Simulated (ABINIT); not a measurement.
**How the form of the self-energy moves the gap of TlIO3 (R3m)**

How much does the gap of TlIO3 (R3m) depend on the approximation to the self-energy?

Calculated with ABINIT 10.8.3; PBEsol and many-body steps on it, plane waves.

Report form: the programs' logs are mostly left out.

## Step 1: The structure

The structure is trigonal, space group R3m (No. 160). The conventional cell has a = 6.302 Å, b = 6.302 Å, c = 7.966 Å, α = 90.00°, β = 90.00°, γ = 120.00°. Nearest to Tl lie 3 O at 2.94 Å. Nearest to I lie 3 O at 1.82 Å. O has 1 I at 1.82 Å nearest. Farther neighbours and most contacts between anions are not listed.

The cell and positions are those that the Materials Project relaxed with its own functionals (PBE, PBE+U or r2SCAN), kept fixed. Spin-orbit coupling is left out unless a step names it.

## Step 2: Empty states on the mesh, 2×2×2 mesh, 95 bands

This step: ABINIT 10.8.3; DFT, PBEsol, plane waves, norm-conserving pseudopotentials.

The sums over transitions need many empty states on a uniform mesh; this step solves for them.

File run.abi:

```
acell 3*1.0 Angstrom
rprim 
  3.150792580489 1.819110944506 2.655433585300
  -3.150792580489 1.819110944506 2.655433585300
  0.000000000000 -3.638221889012 2.655433585300
ntypat 3
znucl 81 53 8
natom 5
typat 1 2 3 3 3
xred 
  0.008750850000 0.008750850000 0.008750850000
  0.501867330000 0.501867330000 0.501867330000
  0.903287650000 0.461897090000 0.461897090000
  0.461897090000 0.903287650000 0.461897090000
  0.461897090000 0.461897090000 0.903287650000
pp_dirpath "pseudos"
pseudos "Tl.upf, I.upf, O.upf"
ecut 36
ngkpt 2 2 2
nshiftk 1
shiftk 0 0 0
kptopt 1
chksymbreak 0
iscf -2
irdden 1
istwfk *1
nband 95
nbdbuf 8
tolwfr 1e-09
nstep 60
prtvol 0
indata_prefix "in"
outdata_prefix "out"
tmpdata_prefix "tmp"
```

The run is started by

```console
> OMP_NUM_THREADS=1 mpirun -n 4 abinit run.abi > log
```

Wall time 18 s (4 MPI ranks of AMD EPYC 7R13 (Zen 3), shared host); peak memory 0.37 GiB; 73 s of CPU time.

This step gave:

* gap: 2.682 eV
* k of the valence top: 0.5, 0.5, 0.5
* k of the conduction bottom: 0.5, 0.5, 0.5
* least direct gap: 2.682 eV
* k points computed: 4
* lowest point of the top converged band, above the valence top: 41.59 eV

On this mesh the gap is 2.682 eV.

The density comes from a self-consistent run that is not shown.

## Step 3: Screening, 2×2×2 mesh, 87 bands, screening to 122.5 eV

The RPA dielectric matrix is built and inverted for each q.

This step: RPA screening on PBEsol, plane waves, norm-conserving pseudopotentials.

Edit run.abi of step 2 so:

```diff
@@ -23,10 +23,11 @@
 chksymbreak 0
-iscf -2
-irdden 1
 istwfk *1
-nband 95
-nbdbuf 8
-tolwfr 1e-09
-nstep 60
-prtvol 0
+occopt 1
+irdwfk 1
+optdriver 3
+nband 87
+ecuteps 4.5
+inclvkb 2
+awtr 1
+symchi 1
 indata_prefix "in"
```

It took 9.1 s on 4 MPI ranks; peak memory 0.8 GiB; 36 s of CPU time.

This step gave:

| Item | Value |
| --- | --- |
| ε∞ with local fields, on this mesh, along the program's q direction | 5.160 |
| the same without local fields | 6.240 |
| plasma frequency | 23.95 eV |
| plane waves in the screening matrix | 263 |

Local fields lower ε∞ by 17 %. On a Γ-centred mesh this coarse the value itself is usually too large, while a short band sum pulls it down.

## Step 4: G0W0, Godby-Needs plasmon pole

The self-energy is evaluated for the states that the input lists, and the levels follow from it, in one-shot runs by the linearised quasiparticle equation.

This step: G0W0 on PBEsol, plane waves, norm-conserving pseudopotentials.

Edit run.abi of step 3 so:

```diff
@@ -26,8 +26,17 @@
 irdwfk 1
-optdriver 3
+optdriver 4
 nband 87
+gwcalctyp 0
+ecutsigx 36
+symsigma 1
+nkptgw 2
+kptgw 
+  0.5000000000 0.5000000000 0.5000000000
+  0.0000000000 0.0000000000 0.0000000000
+bdgw 
+  18 21
+  18 22
 ecuteps 4.5
-inclvkb 2
-awtr 1
-symchi 1
+irdscr 1
+ppmodel 1
 indata_prefix "in"
```

Run time: 6.1 s. Hardware: 4 MPI ranks; peak memory 0.35 GiB.

This step gave:

```
G0W0 gap on the points computed              : 4.125 eV
starting gap on the mesh                     : 2.682 eV
k of the valence top                         : 0.5, 0.5, 0.5
k of the conduction bottom                   : 0.5, 0.5, 0.5
Z at the valence top                         : 0.789
Z at the conduction bottom                   : 0.81
least direct G0W0 gap on the computed points : 4.125 eV
```

The gap on the mesh goes from 2.68 eV to 4.12 eV, a correction of +1.44 eV.

## Step 5: G0W0, Hybertsen-Louie plasmon pole

Edit run.abi of step 4 so:

```diff
@@ -40,3 +40,3 @@
 irdscr 1
-ppmodel 1
+ppmodel 2
 indata_prefix "in"
```

Run time: 5.8 s. Hardware: 4 MPI ranks; peak memory 0.52 GiB.

Numbers from this step:

```yaml
g0w0_gap_on_the_points_computed: 4.228 eV
starting_gap_on_the_mesh: 2.682 eV
k_of_the_valence_top: 0.5, 0.5, 0.5
k_of_the_conduction_bottom: 0.5, 0.5, 0.5
z_at_the_valence_top: 0.842
z_at_the_conduction_bottom: 0.853
least_direct_g0w0_gap_on_the_computed_points: 4.228 eV
```

Against G0W0 in ABINIT (2×2×2 mesh, 87 bands, screening to 122.5 eV, Godby-Needs plasmon pole), the gap moves by +0.103 eV.

## Step 6: G0W0, von der Linden-Horsch plasmon pole

Edit run.abi of step 5 so:

```diff
@@ -40,3 +40,3 @@
 irdscr 1
-ppmodel 2
+ppmodel 3
 indata_prefix "in"
```

Wall time 4.5 s (4 MPI ranks); peak memory 0.52 GiB; 17 s of CPU time.

This step gave:

```
G0W0 gap on the points computed              : 4.223 eV
starting gap on the mesh                     : 2.682 eV
k of the valence top                         : 0.5, 0.5, 0.5
k of the conduction bottom                   : 0.5, 0.5, 0.5
least direct G0W0 gap on the computed points : 4.223 eV
```

Against G0W0 in ABINIT (2×2×2 mesh, 87 bands, screening to 122.5 eV, Godby-Needs plasmon pole), the gap moves by +0.098 eV.

## Step 7: G0W0, Engel-Farid plasmon pole

Edit run.abi of step 6 so:

```diff
@@ -40,3 +40,3 @@
 irdscr 1
-ppmodel 3
+ppmodel 4
 indata_prefix "in"
```

The job ended after 4.5 s (4 MPI ranks; peak memory 0.52 GiB; 17 s of CPU time).

Numbers from this step:

* G0W0 gap on the points computed: 4.146 eV
* starting gap on the mesh: 2.682 eV
* k of the valence top: 0.5, 0.5, 0.5
* k of the conduction bottom: 0.5, 0.5, 0.5
* least direct G0W0 gap on the computed points: 4.146 eV

Against G0W0 in ABINIT (2×2×2 mesh, 87 bands, screening to 122.5 eV, Godby-Needs plasmon pole), the gap moves by +0.021 eV.

## Step 8: One-shot Hartree-Fock

This step: one-shot Hartree-Fock on PBEsol, plane waves, norm-conserving pseudopotentials.

Edit run.abi of step 7 so:

```diff
@@ -27,4 +27,4 @@
 optdriver 4
-nband 87
-gwcalctyp 0
+nband 23
+gwcalctyp 5
 ecutsigx 36
@@ -38,5 +38,4 @@
   18 22
-ecuteps 4.5
-irdscr 1
-ppmodel 4
+ixc_sigma 40
+fftgw 31
 indata_prefix "in"
```

Run time: 3.4 s. Hardware: 4 MPI ranks; peak memory 0.49 GiB.

Numbers from this step:

```yaml
quasiparticle_gap_on_the_points_computed: 10.27 eV
starting_gap_on_the_mesh: 2.682 eV
k_of_the_valence_top: 0.5, 0.5, 0.5
k_of_the_conduction_bottom: 0.5, 0.5, 0.5
least_direct_quasiparticle_gap_on_the_computed_points: 10.27 eV
```

Against G0W0 in ABINIT (2×2×2 mesh, 87 bands, screening to 122.5 eV, Godby-Needs plasmon pole), the gap moves by +6.144 eV.

## Step 9: Screening, 2×2×2 mesh, 87 bands, screening to 122.5 eV

This step: RPA screening on PBEsol, plane waves, norm-conserving pseudopotentials.

Edit run.abi of step 8 so:

```diff
@@ -26,16 +26,14 @@
 irdwfk 1
-optdriver 4
-nband 23
-gwcalctyp 5
-ecutsigx 36
-symsigma 1
-nkptgw 2
-kptgw 
-  0.5000000000 0.5000000000 0.5000000000
-  0.0000000000 0.0000000000 0.0000000000
-bdgw 
-  18 21
-  18 22
-ixc_sigma 40
-fftgw 31
+optdriver 3
+nband 87
+ecuteps 4.5
+inclvkb 2
+awtr 1
+symchi 1
+gwcalctyp 2
+nfreqre 16
+freqremax 40 eV
+nfreqim 8
+spmeth 1
+nomegasf 120
 indata_prefix "in"
```

It took 12 s on 4 MPI ranks; peak memory 1.2 GiB; 47 s of CPU time.

Numbers from this step:

```
ε∞ with local fields, on this mesh, along the program's q direction : 5.181
the same without local fields                                       : 6.269
plasma frequency                                                    : 23.95 eV
plane waves in the screening matrix                                 : 263
```

## Step 10: G0W0, contour deformation

This step: G0W0 on PBEsol, plane waves, norm-conserving pseudopotentials.

Edit run.abi of step 9 so:

```diff
@@ -26,14 +26,16 @@
 irdwfk 1
-optdriver 3
+optdriver 4
 nband 87
+gwcalctyp 2
+ecutsigx 36
+symsigma 1
+nkptgw 2
+kptgw 
+  0.5000000000 0.5000000000 0.5000000000
+  0.0000000000 0.0000000000 0.0000000000
+bdgw 
+  18 21
+  18 22
 ecuteps 4.5
-inclvkb 2
-awtr 1
-symchi 1
-gwcalctyp 2
-nfreqre 16
-freqremax 40 eV
-nfreqim 8
-spmeth 1
-nomegasf 120
+irdscr 1
 indata_prefix "in"
```

Run time: 4.9 s. Hardware: 4 MPI ranks; peak memory 0.52 GiB.

Numbers from this step:

```yaml
g0w0_gap_on_the_points_computed: 4.084 eV
starting_gap_on_the_mesh: 2.682 eV
k_of_the_valence_top: 0.5, 0.5, 0.5
k_of_the_conduction_bottom: 0.5, 0.5, 0.5
least_direct_g0w0_gap_on_the_computed_points: 4.084 eV
```

Against G0W0 in ABINIT (2×2×2 mesh, 87 bands, screening to 122.5 eV, Godby-Needs plasmon pole), the gap moves by −0.041 eV.

## Step 11: Screening, 2×2×2 mesh, 87 bands, screening to 122.5 eV

This step: RPA screening on PBEsol, plane waves, norm-conserving pseudopotentials.

Edit run.abi of step 10 so:

```diff
@@ -26,16 +26,11 @@
 irdwfk 1
-optdriver 4
+optdriver 3
 nband 87
-gwcalctyp 2
-ecutsigx 36
-symsigma 1
-nkptgw 2
-kptgw 
-  0.5000000000 0.5000000000 0.5000000000
-  0.0000000000 0.0000000000 0.0000000000
-bdgw 
-  18 21
-  18 22
 ecuteps 4.5
-irdscr 1
+inclvkb 2
+awtr 1
+symchi 1
+gwcalctyp 1
+nfreqre 0
+nfreqim 16
 indata_prefix "in"
```

The job ended after 13 s (4 MPI ranks; peak memory 0.87 GiB; 51 s of CPU time).

Numbers from this step:

```
ε∞ with local fields, on this mesh, along the program's q direction : 5.160
the same without local fields                                       : 6.240
plasma frequency                                                    : 23.95 eV
plane waves in the screening matrix                                 : 263
```

## Step 12: G0W0, analytic continuation

This step: G0W0 on PBEsol, plane waves, norm-conserving pseudopotentials.

Edit run.abi of step 11 so:

```diff
@@ -26,11 +26,18 @@
 irdwfk 1
-optdriver 3
+optdriver 4
 nband 87
+gwcalctyp 1
+ecutsigx 36
+symsigma 1
+nkptgw 2
+kptgw 
+  0.5000000000 0.5000000000 0.5000000000
+  0.0000000000 0.0000000000 0.0000000000
+bdgw 
+  18 21
+  18 22
 ecuteps 4.5
-inclvkb 2
-awtr 1
-symchi 1
-gwcalctyp 1
-nfreqre 0
-nfreqim 16
+irdscr 1
+nomegasi 12
+omegasimax 25 eV
 indata_prefix "in"
```

The job ended after 5.8 s (4 MPI ranks; peak memory 0.52 GiB; 22 s of CPU time).

Numbers from this step:

- G0W0 gap on the points computed: 4.056 eV
- starting gap on the mesh: 2.682 eV
- k of the valence top: 0.5, 0.5, 0.5
- k of the conduction bottom: 0.5, 0.5, 0.5
- least direct G0W0 gap on the computed points: 4.056 eV

Against G0W0 in ABINIT (2×2×2 mesh, 87 bands, screening to 122.5 eV, Godby-Needs plasmon pole), the gap moves by −0.069 eV.

## Step 13: Side by side

Times are wall times on 4 MPI ranks of AMD EPYC 7R13 (Zen 3), shared host, good to a factor of about two. A run's time includes the screening step that it read.

```tsv
run	mesh	bands	screening cutoff (eV)	DFT gap (eV)	gap on the mesh (eV)	direct (eV)	ε∞ used	time
G0W0, Godby-Needs plasmon pole	2×2×2	87	122.5	2.682	4.125	4.125	5.16	15 s
G0W0, Hybertsen-Louie plasmon pole	2×2×2	87	122.5	2.682	4.228	4.228	5.16	15 s
G0W0, von der Linden-Horsch plasmon pole	2×2×2	87	122.5	2.682	4.223	4.223	5.16	14 s
G0W0, Engel-Farid plasmon pole	2×2×2	87	122.5	2.682	4.146	4.146	5.16	14 s
one-shot Hartree-Fock	2×2×2	-	-	2.682	10.269	10.269	-	3.4 s
G0W0, contour deformation	2×2×2	87	122.5	2.682	4.084	4.084	5.18	17 s
G0W0, analytic continuation	2×2×2	87	122.5	2.682	4.056	4.056	5.16	19 s
```

## Step 14: Summary of results

| Property | Result |
| --- | --- |
| G0W0, Godby-Needs plasmon pole | 4.125 eV |
| G0W0, Hybertsen-Louie plasmon pole | 4.228 eV |
| G0W0, von der Linden-Horsch plasmon pole | 4.223 eV |
| G0W0, Engel-Farid plasmon pole | 4.146 eV |
| one-shot Hartree-Fock | 10.269 eV |
| G0W0, contour deformation | 4.084 eV |
| G0W0, analytic continuation | 4.056 eV |
| known limits | not at the basis limit; exchange with frozen shells missing; no spin-orbit coupling; coarse k mesh |

In words: G0W0, Hybertsen-Louie plasmon pole: +0.103 eV against G0W0, Godby-Needs plasmon pole. G0W0, von der Linden-Horsch plasmon pole: +0.098 eV against G0W0, Godby-Needs plasmon pole. G0W0, Engel-Farid plasmon pole: +0.021 eV against G0W0, Godby-Needs plasmon pole. One-shot Hartree-Fock: +6.144 eV against G0W0, Godby-Needs plasmon pole. G0W0, contour deformation: −0.041 eV against G0W0, Godby-Needs plasmon pole. G0W0, analytic continuation: −0.069 eV against G0W0, Godby-Needs plasmon pole. Bare exchange alone opens the gap to 10.27 eV; against G0W0, correlation takes back 6.14 eV. Bands and cutoff are finite, so the gap is not at the basis limit. The miss can reach some tenths of an eV and take either sign; the mesh is an error of its own. In the G0W0 runs levels were corrected at 2 k points alone, so a gap called «on the mesh» is the least over those, and an edge elsewhere would be missed. The 2×2×2 mesh is coarse for this cell, which bears on the long-range parts of exchange and screening. Where an edge is built on 6p states of lead, bismuth or thallium, scalar-relativistic gaps usually stand too wide, by a few tenths to over one eV. The norm-conserving file of at least one element keeps a d shell over frozen s and p shells of the same row. Exchange with those shells is missing from the self-energy, an error of 0.3 to 0.9 eV in cases checked, whose sign depends on which edge lies on those atoms. The many-body steps are scalar-relativistic: spin-orbit coupling is not in them.

[Paths, hosts, dates, memory and timing lines, banners, echoed tables and standing remarks are left out of the program output.]

[Logs are printed without paths, hosts, clocks, repeated set-up lines and the standing remarks that a program may print on its own settings, such as how far it seeks lower states.]

[Runs of the session that timed out or met a known fault of the program may be left out.]

[Hosts, paths, dates, database ids (printed as entryN), source tags and the programs' standing remarks are cut or masked in the printed files.]

[G0W0 gaps are taken among the corrected bands and points alone; a level outside them can change the order at an edge.]

[Where Ansatz stands beside ABINIT at settings called matched, ABINIT's density can come from a denser mesh and the files from another edition; pairs whose starting gaps differed by over 0.03 eV were left out, so agreement reads better than it is.]
